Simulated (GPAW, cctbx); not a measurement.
## How far are the atoms of MgSn3Pt from free atoms?

Question: by how much does bonding change the X-ray structure factors of MgSn3Pt, and what does a routine refinement make of it?

The cell comes from substitution in a known structure type and wasn't matched to any measured phase. All numbers below are calculated.

**1. Relax the structure**

The density hangs on the geometry, so cell and atoms are relaxed first, with the symmetry held. The cutoff is set higher than for the density because stress converges slowly with plane waves.

Settings: GPAW 26.7.0, PBE, 570 eV, 5×5×5 k-points, Fermi–Dirac width 0.1 eV, BFGS to 0.03 eV/Å.

```text
cell
1.0
     4.643000000    0.000000000    0.000000000
     0.000000000    4.643000000    0.000000000
    -2.321500000   -2.321500000    5.101500000
Pt Sn Mg
1 3 1
Direct
0.647400000 0.647400000 0.294800000
0.759500000 0.259500000 0.519000000
0.259500000 0.759500000 0.519000000
0.401000000 0.401000000 0.802000000
0.996800000 0.996800000 0.993600000
```

```console
$ OMP_NUM_THREADS=1 mpirun -n 4 gpaw python run.py > gpaw.log
```

```text
BFGS:    0      -19.371688        2.482589
BFGS:    1      -19.692035        2.373420
BFGS:    2      -20.380408        1.777479
BFGS:    3      -20.584611        1.148936
...
BFGS:   19      -21.073563        0.212473
BFGS:   20      -21.080330        0.039657
BFGS:   21      -21.080475        0.007963
cell  4.5451 4.5451 6.9882  108.98 108.98 90.00
volume 128.190 A^3, largest force 0.007 eV/A, largest stress 0.01 GPa
```

The cell moved far, while the k-mesh and basis were chosen for the start, so the final shape may be somewhat biased.

After 21 steps the volume has changed by +16.6 % and the energy by -1.709 eV; the largest stress left is 0.01 GPa. It took 12 min on 4 cores of Arm Neoverse V1 (shared host), peak memory 1.7 GiB.

Relaxed structure: I4mm (no. 107), a = 4.5451 Å, b = 4.5451 Å, c = 12.4106 Å, α = 90.00°, β = 90.00°, γ = 90.00°.

| atom | mult. | x | y | z |
| --- | --- | --- | --- | --- |
| Pt1 | 2 | 1/2 | 1/2 | 0.1178 |
| Sn1 | 4 | 1/2 | 0 | 0.2437 |
| Sn2 | 2 | 0 | 0 | 0.4074 |
| Mg1 | 2 | 0 | 0 | 0.0516 |

**2. The all-electron density**

X-rays see the whole electron density, so the PAW density is rebuilt with its core regions. Subtracting spherical free atoms from the same code cancels the cores and leaves the deformation density Δρ, the part due to bonding.

Settings: PBE, 450 eV, 6×6×6 k-points, Fermi–Dirac width 0.1 eV; primitive cell of 5 atoms.

```console
$ OMP_NUM_THREADS=1 mpirun -n 4 gpaw python run.py > gpaw.log
```

```text
|iter:   1|       0s |  -21.431813 | +0.21 |       |
|iter:   2|       3s |  -21.356992 | -1.76 | -1.40 |
|iter:   3|       7s |  -21.017736 | -1.70 | -1.43 |
...
|iter:   9|      29s |  -20.889789c| -6.15 | -4.16c|
|iter:  10|      33s |  -20.889787c| -6.89 | -4.51c|
|iter:  11|      37s |  -20.889786c| -7.46c| -4.90c|
```

```text
gpts.py:43: UserWarning: Initial realspace grid (24,24,35) inconsistent with symmetries.
gpts.py:43: UserWarning: Initial realspace grid (24,24,35) inconsistent with symmetries.
gpts.py:43: UserWarning: Initial realspace grid (24,24,35) inconsistent with symmetries.
gpts.py:43: UserWarning: Initial realspace grid (24,24,35) inconsistent with symmetries.
gpts.py:70: UserWarning: Using symmetrized grid: (35,35,35).
gpts.py:70: UserWarning: Using symmetrized grid: (35,35,35).
gpts.py:70: UserWarning: Using symmetrized grid: (35,35,35).
gpts.py:70: UserWarning: Using symmetrized grid: (35,35,35).
grid (70, 70, 70)  electrons 240.000  moved by bonding 0.998 e
deformation density beyond 0.5 A of the nuclei: max 0.081, min -0.136 e/A^3
atom        x       y       z   Voronoi charge  moment
Pt1    0.6178  0.6178  0.2356     -0.221       0.00
Sn2    0.2437  0.7437  0.4874     -0.011       0.00
Sn3    0.7437  0.2437  0.4874     -0.011       0.00
Sn4    0.4074  0.4074  0.8148     -0.059       0.00
Mg5    0.0516  0.0516  0.1032      0.303       0.00
mean inner potential of superposed free atoms 18.082 V
total magnetic moment 0.000 muB
```

Deformation density in a plane through the shortest contact of the Pt atom at the origin, in 0.01 e/Å³ (clipped at ±99); x from -1.6 to 4.2 Å, y from 2.4 down to -2.4 Å:

```text
  .   .  -4  -2   0   0   0   0   0   0   0   1   1   2  -1   2
  .   .  -4  -1   0   1   0   0   0   0   0   1   2   2  -1   0
 -2  -3   0   3   2   2   1   1   0   0   0   0   2   4   2  -2
 -1   2   6   5   2   1   2   2   1   0  -1  -1   2   4   4   1
  1   4   4   0  -2  -3  -1   4   3   0  -3  -3  -2   2   3   1
  1   2  -2 -12   . -13  -3   4   6  -1  -1   .  -1  -2   1   1
  1   1  -4   .   .   .  -4   5   7  -2   .   .   .  -3   0   0
  1   2  -2 -12   . -12  -4   4   6  -1  -1   .  -1  -2   1   1
  1   4   4   0  -2  -3  -1   4   3   0  -3  -3  -2   2   3   1
 -1   2   6   5   2   1   2   2   1   0  -1  -1   2   4   4   1
 -2  -3   0   3   2   2   1   1   0   0   0   0   2   4   2  -2
  .   .  -4  -1   0   1   0   0   0   0   0   1   2   2  -1   0
  .   .  -4  -2   0   0   0   0   0   0   0   1   1   2  -1   2
```

Atoms in or within 0.15 Å of the plane: Pt (0.0, 0.0), Sn (-1.6, 2.3), Sn (-1.6, -2.3), Sn (2.6, 0.0) Å. Dots mark points within about 0.45 Å of a nucleus; large values next to them are atomic features.

Pt gains most (-0.22 e) and Mg loses most (+0.30 e), in averages over each element's sites, as electronegativity suggests. Along the shortest contact from the Pt atom at the map's origin, Pt–Sn at 2.61 Å, Δρ is +0.08 e/Å³ at the midpoint: a modest build-up. At the midpoints of other shortest contacts it is +0.04 (Sn–Sn, 3.05 Å), 0.00 (Sn–Mg, 3.29 Å) and +0.02 (Pt–Mg, 3.32 Å) e/Å³. Point values carry grid noise of about 0.01 e/Å³. The run needed 11 iterations, 50 s.

**3. Structure factors**

The Fourier components of Δρ, added to those of the free atoms, give the static X-ray structure factors; the Mott–Bethe relation turns them into the Fourier components V of the potential that fast electrons feel.

```text
static structure factors of the conventional cell: F in electrons, V (Mott-Bethe) in volts
   h  k  l      d  |F| table  |F| free   |F| DFT   change   |V| free  |V| DFT  change %
   0  0  2  6.2053   151.179   151.117   151.439    0.321     4.477    4.245     -5.2
   1  0  1  4.2679   169.517   169.353   169.856    0.503     3.885    3.719     -4.3
   1  1  0  3.2139    72.661    72.559    72.149   -0.410     1.374    1.450      5.5
   0  0  4  3.1027    50.676    50.637    50.533   -0.104     1.358    1.407      3.6
   1  0  3  3.0594   109.546   109.491   109.366   -0.125     2.864    2.888      0.8
   1  1  2  2.8538   233.637   233.643   233.276   -0.367     6.692    6.745      0.8
   2  0  0  2.2725   381.148   380.982   380.211   -0.771     9.142    9.214      0.8
   1  1  4  2.2322   329.297   329.173   328.544   -0.629     7.488    7.544      0.8
   1  0  5  2.1784   209.346   209.220   208.473   -0.747     4.534    4.597      1.4
   2  0  2  2.1339   125.248   125.189   124.797   -0.392     2.663    2.690      1.0
   0  0  6  2.0684   262.354   262.230   261.467   -0.764     6.174    6.230      0.9
   2  1  1  2.0059   144.492   144.425   144.109   -0.316     2.655    2.677      0.8
   2  0  4  1.8334    44.248    44.246    44.058   -0.188     0.883    0.884      0.0
   2  1  3  1.8243    95.287    95.171    94.844   -0.328     1.874    1.889      0.8
```

The largest X-ray change is -0.77 e on 200, 0.2 % of |F|. For electrons V goes as (Z − F)/g², so a change of F counts against Z − F, which is small at low angle and wherever the atoms' terms cancel: |V| of 110 moves by +5.5 % (1.37 to 1.45 V) against -0.6 % in |F|. The last three rows still change by up to 0.33 e; the table stops while the angles are still low. The tabulated Hartree–Fock atoms differ from the free DFT atoms by up to 0.17 e, so the choice of reference atom matters too.

**4. What a spherical-atom refinement makes of it**

Routine crystallography fits spherical atoms. To see the bias, intensities are simulated from tabulated atoms plus the DFT change ΔF, so that bonding alone can misfit (5890 reflections of the full sphere, merged to the counts below, to 0.45 Å, 0.5 % proportional noise plus counting noise, assumed isotropic U as listed, Δρ smeared by the mean U) and refined with cctbx over different ranges.

```csv
range,data,R1,GooF,U Pt1 (true 0.0036),U Sn1 (true 0.0043),U Sn2 (true 0.0043),U Mg1 (true 0.007),largest shift (Å),"Δρ max, min (e/Å³)"
all data,932,0.0037,0.98,0.0036,0.0043,0.0043,0.0071,0.0001,"0.54, -0.30"
"low resolution, d > 0.84",174,0.0027,1.04,0.0035,0.0043,0.0042,0.0071,0.0005,"0.13, -0.18"
"high order, d < 0.75",697,0.0042,0.96,0.0036,0.0043,0.0043,0.0071,0.0001,"0.54, -0.39"
"occupancies free, d > 0.7",278,0.0028,1.02,0.0036,0.0043,0.0043,0.0072,0.0002,"0.22, -0.21"
```

With all data GooF is 0.98, so at this noise the bonding hardly shows; the top residual peak lies 0.87 Å from Pt and 1.74 Å from Sn. No U is off by more than 3 s.u. at low resolution. With Pt1 held at 1 and the scale free, the other occupancies refine to Sn1 1.000(0.001), Sn2 1.000(0.002) and Mg1 1.000(0.006), within three s.u. of full.

**5. Answer**

Bonding moves 1.00 e in the primitive cell of MgSn3Pt and changes the structure factors of the conventional cell in the table above by at most 0.77 e (200, 0.2 %), and among reflections above 2 % of the strongest by up to 0.6 % (110). The shortest bond, Pt–Sn, has Δρ = +0.08 e/Å³ at its midpoint. With all data GooF is 0.98, so at this noise the bonding hardly shows. Limits: static density, frozen cores, no spin–orbit coupling.

[Outputs are excerpts: Python notices, other lines and further rows are left out; steps that failed or that the build refused (PBEsol, TPSS) are not shown.]

[Logs are printed without paths, hosts, clocks, repeated set-up lines and the standing remarks that a program may print on its own settings, such as how far it seeks lower states.]
